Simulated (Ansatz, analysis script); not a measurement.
# Stoner picture of FeAs (Westerveldite), part 2 of 3

Wanted: E(M), the field that holds each moment, and the spin susceptibility of FeAs (Westerveldite).

Ansatz 0.2.0; PBEsol, PAW set soft_1 (files made for PBE).

So far. Step 3 (Denser mesh): The run ends ferromagnetic, with a net moment of 2.70 μB a cell, against 2.73 μB on the first mesh. Step 4 (The non-magnetic reference): The free collinear run lies 154 meV below it.

The database entry behind the starting cell differs from later determinations by our own check (old inner coordinates), so it need not match the best structure at ambient conditions.

In doubt: warnings of the run leave room for a lower electronic state (step 7), so energies may not be the lowest and differences between runs may mislead.

**6. Total moment fixed at 0.667 μB**

Level of this step: Ansatz DFT, collinear, total moment fixed by two Fermi levels; PBEsol, PAW set soft_1; PAW set soft_1 (Ansatz).

Two Fermi levels, one a spin, hold the total moment exactly, which reaches states that a free run would leave.

Input file input.yaml:

```yaml
crystal:
  lattice:
    - [5.439, 0.0, 0.0]
    - [0.0, 3.373, 0.0]
    - [0.0, 0.0, 6.028]
  atoms:
    - { symbol: Fe, position: [0.99, 0.75, 0.19], spin: 0.1666 }
    - { symbol: Fe, position: [0.01, 0.25, 0.81], spin: 0.1668 }
    - { symbol: Fe, position: [0.51, 0.25, 0.69], spin: 0.1668 }
    - { symbol: Fe, position: [0.49, 0.75, 0.31], spin: 0.1668 }
    - { symbol: As, position: [0.8, 0.75, 0.58] }
    - { symbol: As, position: [0.2, 0.25, 0.42] }
    - { symbol: As, position: [0.7, 0.25, 0.08] }
    - { symbol: As, position: [0.3, 0.75, 0.92] }
magnetization:
  spin_polarized: true
  initial_magnetization: 0.667
  spin_locking: { lock_magnetization: hard }
kpoints:
  mp_grid: { grid: [7, 11, 7] }
hamiltonian:
  xc: pbesol
  pseudopotentials: { kind: paw, azcp: { folder: soft_1 }, xc_functional: pbe }
scf:
  occupations: { method: fermi_dirac, width: 0.05 }
  max_iter: 120
  convergence: { dr2_threshold: 1.0e-08 }
  lower_state_search: "off"
basis:
  ecutwfc: 420.0
```

Started as:

```sh
> ansatz run input.yaml --threads 1 --pin off --max-ram 2048MiB --backend cpu --events-out ev --progress --plain --runs-dir out
```

Numbers of over 12 decimals in the logs are rounded to 6 here.

Output:

```text
Engine: ansatz 0.2.0, aarch64-unknown-linux-gnu
Pseudopotentials: kind: paw
Pseudopotential: Fe, paw, valence charge 16, recommended cutoff 420 eV (normal), soft_1/Fe.paw.azcp
Pseudopotential: As, paw, valence charge 15, recommended cutoff 420 eV (normal), soft_1/As.paw.azcp
Functional definition: PBEsol
  exchange = pbesol_x
  correlation = pbesol_c
Crystal: 8 atoms, lattice volume = 110.588 Å³
Basis set: ecut = 420 eV, 2189 PW (Γ)
Bands: 75, of which v1, the nominal top of the filled ones, is band 62 counted from 1 (61 counted from 0)
Symmetry: 2 space group operations
Space group: Pm (ITA 6), of the structure as read, at distance tolerance 4.8e-5 Å
Magnetic group: BNS 6.18 (UNI 25), of the structure as read, at distance tolerance 4.8e-5 Å
k-points: 150 of 539 (time reversal used)
Non-local potential: Fe, projectors of the file, l = 0: 3, l = 1: 2, l = 2: 3, l = 3: 1
Non-local potential: As, projectors of the file, l = 0: 2, l = 1: 2, l = 2: 3, l = 3: 1
PAW form: soft (Blöchl's): semilocal exchange-correlation on the pseudo side does not see the compensation charge
PAW frozen core: Fe, regenerated for the run's functional, and the local potential with it (the file was generated under x = pbe(κ = 0.804, μ = 0.219515), c = pbe(β = 0.066725))
PAW frozen core: As, regenerated for the run's functional, and the local potential with it (the file was generated under x = pbe(κ = 0.804, μ = 0.219515), c = pbe(β = 0.066725))
PAW one-centre angular grid: Fe, 590 points (default); XC on 64 Gauss nodes
PAW one-centre angular grid: As, 590 points (default); XC on 64 Gauss nodes
Initial density: superposition of atomic densities (chi_scale 0.1, normalization cell)
Starting moments: Σ|m| = 0.667 μB on 4 of 8 sites
Initial wavefunctions: pseudopotential atomic-orbital guess
Functional: x = pbesol(κ = 0.804, μ = 0.123457), c = pbesol(β = 0.046)
SCF iter   1: F=—  HF=-37051.928405 eV  |F-HF|=—  |Δ(HF+E_count)|=         —  Δρ=5.01e-2 (↑5.01e-2 ↓4.77e-2)  dr2=1.57e1  dr2_m=6.35e-3  M=0.667 μB ∫|m|=0.724 μB  β_m=0.30  ethr=3.10e-3  ⟨swp⟩=5.4  Hψ=71746  notcnv=0  defer=24
preconditioner: auto → Kerker (q_TF=auto, 2.781 Å⁻¹)  [metal: Δε(μ)=0.003 eV  Ē_g=20.041 eV  σ=0.050 eV  W_gap=0.02  n_scr=38 (ndim 8)  ℏωp=33.9 eV  f_vac=0.000  D(μ)=9.74/eV (n_scr^D=116)]
spin=Collinear: Kerker preconditioning applied to the charge; magnetization (m = ρ↑ − ρ↓) channel mixes plain (no charge-response kernel on spin).
SCF iter   2: F=—  HF=-37050.272399 eV  |F-HF|=—  |Δ(HF+E_count)|=    1.66e0  Δρ=2.73e-2 (↑2.67e-2 ↓2.73e-2)  dr2=2.11e0  dr2_m=6.63e-3  M=0.667 μB ∫|m|=0.774 μB  β_m=0.29  ethr=3.10e-3  ⟨swp⟩=3.0  Hψ=36803  notcnv=0  defer=870
SCF iter   3: F=—  HF=-37049.890180 eV  |F-HF|=—  |Δ(HF+E_count)|=   3.82e-1  Δρ=1.64e-2 (↑1.64e-2 ↓1.57e-2)  dr2=1.57e0  dr2_m=4.87e-3  M=0.667 μB ∫|m|=0.787 μB  β_m=0.50  ethr=1.70e-3  ⟨swp⟩=3.0  Hψ=32488  notcnv=0  defer=856
[...]
SCF iter   5: F=—  HF=-37049.399354 eV  |F-HF|=—  |Δ(HF+E_count)|=   5.58e-2  Δρ=1.31e-2 (↑9.56e-3 ↓1.31e-2)  dr2=7.00e-1  dr2_m=4.07e-3  M=0.667 μB ∫|m|=0.857 μB  β_m=0.46  ethr=1.95e-4  ⟨swp⟩=3.0  Hψ=35131  notcnv=0  defer=857  recentre
SCF iter   6: F=—  HF=-37049.384456 eV  |F-HF|=—  |Δ(HF+E_count)|=   1.49e-2  Δρ=6.94e-3 (↑5.04e-3 ↓6.94e-3)  dr2=1.95e-1  dr2_m=1.43e-3  M=0.667 μB ∫|m|=0.861 μB  β_m=0.39  ethr=1.95e-4  ⟨swp⟩=2.0  Hψ=25632  notcnv=0  defer=857
SCF iter   7: F=—  HF=-37049.378643 eV  |F-HF|=—  |Δ(HF+E_count)|=   5.81e-3  Δρ=2.06e-3 (↑1.46e-3 ↓2.06e-3)  dr2=1.66e-2  dr2_m=2.49e-4  M=0.667 μB ∫|m|=0.863 μB  β_m=0.44  ethr=1.57e-4  ⟨swp⟩=2.0  Hψ=24410  notcnv=0  defer=860
SCF iter   8: F=—  HF=-37049.379211 eV  |F-HF|=—  |Δ(HF+E_count)|=   5.68e-4  Δρ=3.25e-3 (↑2.07e-3 ↓3.25e-3)  dr2=4.08e-2  dr2_m=5.17e-4  M=0.667 μB ∫|m|=0.863 μB  β_m=0.44  ethr=1.34e-5  ⟨swp⟩=1.0  Hψ=22886  notcnv=0  defer=860
SCF iter   9: F=—  HF=-37049.378700 eV  |F-HF|=—  |Δ(HF+E_count)|=   5.11e-4  Δρ=8.25e-4 (↑6.16e-4 ↓8.25e-4)  dr2=2.46e-3  dr2_m=4.12e-5  M=0.667 μB ∫|m|=0.862 μB  β_m=0.44  ethr=1.34e-5  ⟨swp⟩=1.6  Hψ=22406  notcnv=0  defer=860
SCF iter  10: F=—  HF=-37049.379473 eV  |F-HF|=—  |Δ(HF+E_count)|=   7.73e-4  Δρ=3.10e-3 (↑2.15e-3 ↓3.10e-3)  dr2=4.02e-2  dr2_m=2.95e-4  M=0.667 μB ∫|m|=0.861 μB  β_m=0.27  ethr=1.98e-6  ⟨swp⟩=2.0  Hψ=25804  notcnv=0  defer=860  recentre
[...]
SCF iter  40: F=—  HF=-37049.378635 eV  |F-HF|=—  |Δ(HF+E_count)|=   2.05e-9  Δρ=4.03e-6 (↑7.34e-7 ↓4.03e-6)  dr2=3.25e-8  dr2_m=3.21e-9  M=0.667 μB ∫|m|=0.859 μB  β_m=1.00  ethr=5.19e-11  ⟨swp⟩=1.0  Hψ=21637  notcnv=0  defer=860
SCF iter  41: F=—  HF=-37049.378635 eV  |F-HF|=—  |Δ(HF+E_count)|=  4.87e-10  Δρ=2.76e-6 (↑5.01e-7 ↓2.76e-6)  dr2=1.22e-8  dr2_m=1.99e-9  M=0.667 μB ∫|m|=0.859 μB  β_m=1.00  ethr=2.62e-11  ⟨swp⟩=1.0  Hψ=21635  notcnv=0  defer=860
iter 42 did not close the SCF: its close was put off for a magnetic moment that had not settled (scf_convergence_deferred on its scf_iter line)
SCF iter  42: F=-37049.378635 eV  HF=-37049.378635 eV  |F-HF|=9.21e-9  |Δ(HF+E_count)|=  2.91e-11  Δρ=2.60e-6 (↑1.89e-7 ↓2.60e-6)  dr2=9.79e-9  dr2_m=1.88e-9  M=0.667 μB ∫|m|=0.859 μB  β_m=1.00  ethr=8.06e-12  ⟨swp⟩=2.0  Hψ=33487  notcnv=0
iter 43 did not close the SCF: its close was put off for a magnetic moment that had not settled (scf_convergence_deferred on its scf_iter line)
SCF iter  43: F=-37049.378635 eV  HF=-37049.378635 eV  |F-HF|=6.04e-9  |Δ(HF+E_count)|=  4.37e-11  Δρ=2.34e-6 (↑3.22e-7 ↓2.34e-6)  dr2=6.51e-9  dr2_m=1.74e-9  M=0.667 μB ∫|m|=0.859 μB  β_m=1.00  ethr=7.90e-12  ⟨swp⟩=1.0  Hψ=45335  notcnv=0
iter 44 did not close the SCF: its close was put off for a magnetic moment that had not settled (scf_convergence_deferred on its scf_iter line)
SCF iter  44: F=-37049.378635 eV  HF=-37049.378635 eV  |F-HF|=7.47e-9  |Δ(HF+E_count)|=  2.91e-11  Δρ=2.45e-6 (↑4.91e-7 ↓2.45e-6)  dr2=7.98e-9  dr2_m=1.87e-9  M=0.667 μB ∫|m|=0.859 μB  β_m=1.00  ethr=5.25e-12  ⟨swp⟩=1.0  Hψ=45335  notcnv=0
SCF iter  45: F=—  HF=-37049.378635 eV  |F-HF|=—  |Δ(HF+E_count)|=  3.86e-10  Δρ=3.15e-6 (↑4.74e-7 ↓3.15e-6)  dr2=1.38e-8  dr2_m=2.84e-9  M=0.667 μB ∫|m|=0.859 μB  β_m=1.00  ethr=5.25e-12  ⟨swp⟩=1.0  Hψ=21635  notcnv=0  defer=858
SCF iter  46: F=—  HF=-37049.378635 eV  |F-HF|=—  |Δ(HF+E_count)|=  7.86e-10  Δρ=3.75e-6 (↑7.35e-7 ↓3.75e-6)  dr2=1.72e-8  dr2_m=4.41e-9  M=0.667 μB ∫|m|=0.859 μB  β_m=1.00  ethr=5.25e-12  ⟨swp⟩=1.0  Hψ=21638  notcnv=0  defer=858
```

It took 18 min on 1 thread of Arm Neoverse V1, shared host; peak memory 1.6 GiB.

The run was cut off at the time left to it in the session, and no result is taken from it.

**7. Total moment fixed at 1.333 μB**

input.yaml, the sections that differ from step 6:

```yaml
crystal:
  lattice:
    - [5.439, 0.0, 0.0]
    - [0.0, 3.373, 0.0]
    - [0.0, 0.0, 6.028]
  atoms:
    - { symbol: Fe, position: [0.99, 0.75, 0.19], spin: 0.3334 }
    - { symbol: Fe, position: [0.01, 0.25, 0.81], spin: 0.3332 }
    - { symbol: Fe, position: [0.51, 0.25, 0.69], spin: 0.3332 }
    - { symbol: Fe, position: [0.49, 0.75, 0.31], spin: 0.3332 }
    - { symbol: As, position: [0.8, 0.75, 0.58] }
    - { symbol: As, position: [0.2, 0.25, 0.42] }
    - { symbol: As, position: [0.7, 0.25, 0.08] }
    - { symbol: As, position: [0.3, 0.75, 0.92] }
magnetization:
  spin_polarized: true
  initial_magnetization: 1.333
  spin_locking: { lock_magnetization: hard }
# kpoints, hamiltonian, scf, basis: as in step 6
```

Output:

```text
[...]
Crystal: 8 atoms, lattice volume = 110.588 Å³
Basis set: ecut = 420 eV, 2189 PW (Γ)
Bands: 76, of which v1, the nominal top of the filled ones, is band 62 counted from 1 (61 counted from 0)
Symmetry: 2 space group operations
[...]
k-points: 150 of 539 (time reversal used)
[...]
Starting moments: Σ|m| = 1.333 μB on 4 of 8 sites
[...]
Per-site moments (μB) at R_I (Å): [(0.363957, 0.966681), (0.363946, 0.966681), (0.363906, 0.966681), (0.363981, 0.966681), (-0.020344, 0.966681), (-0.020344, 0.966681), (-0.020344, 0.966681), (-0.020344, 0.966681)]
Free energy (F): -37049.434678 eV
[...]
Internal energy: -37049.356009 eV  (E = F + TS)
E sigma→0 (E₀):  -37049.395344 eV
Entropy (-TS):   -0.078668 eV (-9.834 meV/atom)
Fermi energy:    15.699496 (↑ 15.604619, ↓ 15.794372) eV
[...]
[key lines of the parts left out:]
SCF converged after 27 iterations
Magnetization: 1.3330 μB (62.6665 up, 61.3335 down)
```

The job ended after 11 min (1 thread; peak memory 1.4 GiB).

The energy is -79.8 meV from the state without spin, and the largest site carries 0.364 μB.

**8. Total moment fixed at 3.333 μB**

input.yaml, the sections that differ from step 7:

```yaml
crystal:
  lattice:
    - [5.439, 0.0, 0.0]
    - [0.0, 3.373, 0.0]
    - [0.0, 0.0, 6.028]
  atoms:
    - { symbol: Fe, position: [0.99, 0.75, 0.19], spin: 0.8334 }
    - { symbol: Fe, position: [0.01, 0.25, 0.81], spin: 0.8332 }
    - { symbol: Fe, position: [0.51, 0.25, 0.69], spin: 0.8332 }
    - { symbol: Fe, position: [0.49, 0.75, 0.31], spin: 0.8332 }
    - { symbol: As, position: [0.8, 0.75, 0.58] }
    - { symbol: As, position: [0.2, 0.25, 0.42] }
    - { symbol: As, position: [0.7, 0.25, 0.08] }
    - { symbol: As, position: [0.3, 0.75, 0.92] }
magnetization:
  spin_polarized: true
  initial_magnetization: 3.333
  spin_locking: { lock_magnetization: hard }
# kpoints, hamiltonian, scf, basis: as in step 7
```

Output:

```text
[...]
Crystal: 8 atoms, lattice volume = 110.588 Å³
Basis set: ecut = 420 eV, 2189 PW (Γ)
Bands: 77, of which v1, the nominal top of the filled ones, is band 62 counted from 1 (61 counted from 0)
Symmetry: 2 space group operations
[...]
k-points: 150 of 539 (time reversal used)
[...]
Starting moments: Σ|m| = 3.333 μB on 4 of 8 sites
[...]
Per-site moments (μB) at R_I (Å): [(0.886501, 0.966681), (0.886624, 0.966681), (0.886635, 0.966681), (0.886628, 0.966681), (-0.037530, 0.966681), (-0.037530, 0.966681), (-0.037529, 0.966681), (-0.037530, 0.966681)]
Free energy (F): -37049.498596 eV
[...]
Internal energy: -37049.430773 eV  (E = F + TS)
E sigma→0 (E₀):  -37049.464685 eV
Entropy (-TS):   -0.067823 eV (-8.478 meV/atom)
Fermi energy:    15.910700 (↑ 15.943348, ↓ 15.878052) eV
[...]
[key lines of the parts left out:]
SCF converged after 20 iterations
Magnetization: 3.3330 μB (63.6665 up, 60.3335 down)
```

Wall time 8.7 min (1 thread); peak memory 1.4 GiB.

The energy is -144 meV from the state without spin, and the largest site carries 0.887 μB.

**9. Total moment fixed at 6 μB**

input.yaml, the sections that differ from step 8:

```yaml
crystal:
  lattice:
    - [5.439, 0.0, 0.0]
    - [0.0, 3.373, 0.0]
    - [0.0, 0.0, 6.028]
  atoms:
    - { symbol: Fe, position: [0.99, 0.75, 0.19], spin: 1.5 }
    - { symbol: Fe, position: [0.01, 0.25, 0.81], spin: 1.5 }
    - { symbol: Fe, position: [0.51, 0.25, 0.69], spin: 1.5 }
    - { symbol: Fe, position: [0.49, 0.75, 0.31], spin: 1.5 }
    - { symbol: As, position: [0.8, 0.75, 0.58] }
    - { symbol: As, position: [0.2, 0.25, 0.42] }
    - { symbol: As, position: [0.7, 0.25, 0.08] }
    - { symbol: As, position: [0.3, 0.75, 0.92] }
magnetization:
  spin_polarized: true
  initial_magnetization: 6.0
  spin_locking: { lock_magnetization: hard }
# kpoints, hamiltonian, scf, basis: as in step 8
```

Output:

```text
[...]
Crystal: 8 atoms, lattice volume = 110.588 Å³
Basis set: ecut = 420 eV, 2189 PW (Γ)
Bands: 78, of which v1, the nominal top of the filled ones, is band 62 counted from 1 (61 counted from 0)
Symmetry: 8 space group operations
[...]
k-points: 96 of 539
[...]
Starting moments: Σ|m| = 6 μB on 4 of 8 sites
[...]
Per-site moments (μB) at R_I (Å): [(1.550772, 0.966681), (1.550772, 0.966681), (1.550772, 0.966681), (1.550772, 0.966681), (-0.041195, 0.966681), (-0.041195, 0.966681), (-0.041195, 0.966681), (-0.041195, 0.966681)]
Free energy (F): -37049.265606 eV
[...]
Internal energy: -37049.191685 eV  (E = F + TS)
E sigma→0 (E₀):  -37049.228645 eV
Entropy (-TS):   -0.073920 eV (-9.240 meV/atom)
Fermi energy:    16.084411 (↑ 16.232165, ↓ 15.936658) eV
[...]
[key lines of the parts left out:]
SCF converged after 13 iterations
Magnetization: 6.0000 μB (65.0000 up, 59.0000 down)
```

Elapsed: 2.3 min, on 1 thread; peak memory 1.1 GiB.

The energy is 89.3 meV from the state without spin, and the largest site carries 1.55 μB.

5 more runs differ from these in the same keys alone and are tabled below.

**10. No field, tight threshold**

A field gives a second route to the same curve. A thousand tesla shift each spin by 58 meV, and the threshold is tightened so that small induced moments are resolved.

Input file input.yaml:

```yaml
crystal:
  lattice:
    - [5.439, 0.0, 0.0]
    - [0.0, 3.373, 0.0]
    - [0.0, 0.0, 6.028]
  atoms:
    - { symbol: Fe, position: [0.99, 0.75, 0.19], spin: 0.72 }
    - { symbol: Fe, position: [0.01, 0.25, 0.81], spin: 0.72 }
    - { symbol: Fe, position: [0.51, 0.25, 0.69], spin: 0.72 }
    - { symbol: Fe, position: [0.49, 0.75, 0.31], spin: 0.72 }
    - { symbol: As, position: [0.8, 0.75, 0.58] }
    - { symbol: As, position: [0.2, 0.25, 0.42] }
    - { symbol: As, position: [0.7, 0.25, 0.08] }
    - { symbol: As, position: [0.3, 0.75, 0.92] }
magnetization:
  spin_polarized: true
kpoints:
  mp_grid: { grid: [7, 11, 7] }
hamiltonian:
  xc: pbesol
  pseudopotentials: { kind: paw, azcp: { folder: soft_1 }, xc_functional: pbe }
scf:
  occupations: { method: fermi_dirac, width: 0.05 }
  max_iter: 120
  convergence: { dr2_threshold: 1.0e-10 }
  lower_state_search: "off"
basis:
  ecutwfc: 420.0
```

Output:

```text
[...]
Crystal: 8 atoms, lattice volume = 110.588 Å³
Basis set: ecut = 420 eV, 2189 PW (Γ)
Bands: 77, of which v1, the nominal top of the filled ones, is band 62 counted from 1 (61 counted from 0)
Symmetry: 8 space group operations
[...]
k-points: 96 of 539
[...]
Starting moments: Σ|m| = 2.88 μB on 4 of 8 sites
[...]
Per-site moments (μB) at R_I (Å): [(0.721595, 0.966681), (0.721595, 0.966681), (0.721595, 0.966681), (0.721595, 0.966681), (-0.032921, 0.966681), (-0.032921, 0.966681), (-0.032921, 0.966681), (-0.032921, 0.966681)]
Free energy (F): -37049.509015 eV
[...]
Internal energy: -37049.442639 eV  (E = F + TS)
E sigma→0 (E₀):  -37049.475827 eV
Entropy (-TS):   -0.066376 eV (-8.297 meV/atom)
Fermi energy:    15.859563 eV
[...]
[key lines of the parts left out:]
SCF converged after 23 iterations
Magnetization: 2.7022 μB (63.3511 up, 60.6489 down)
```

It took 4 min on 1 thread; peak memory 1.1 GiB.

The net moment is 2.70 μB a cell.

(Continued in part 3 of 3.)

[Logs and program files are shortened in this print: banners, set-up blocks, solver, clock and traceback lines can be left out without a mark of their own.]

[Logs are printed without paths, hosts, clocks, repeated set-up lines and the standing remarks that a program may print on its own settings, such as how far it seeks lower states.]

[Hosts, paths, dates, database ids (printed as entryN), source tags and the programs' standing remarks are cut or masked in the printed files.]
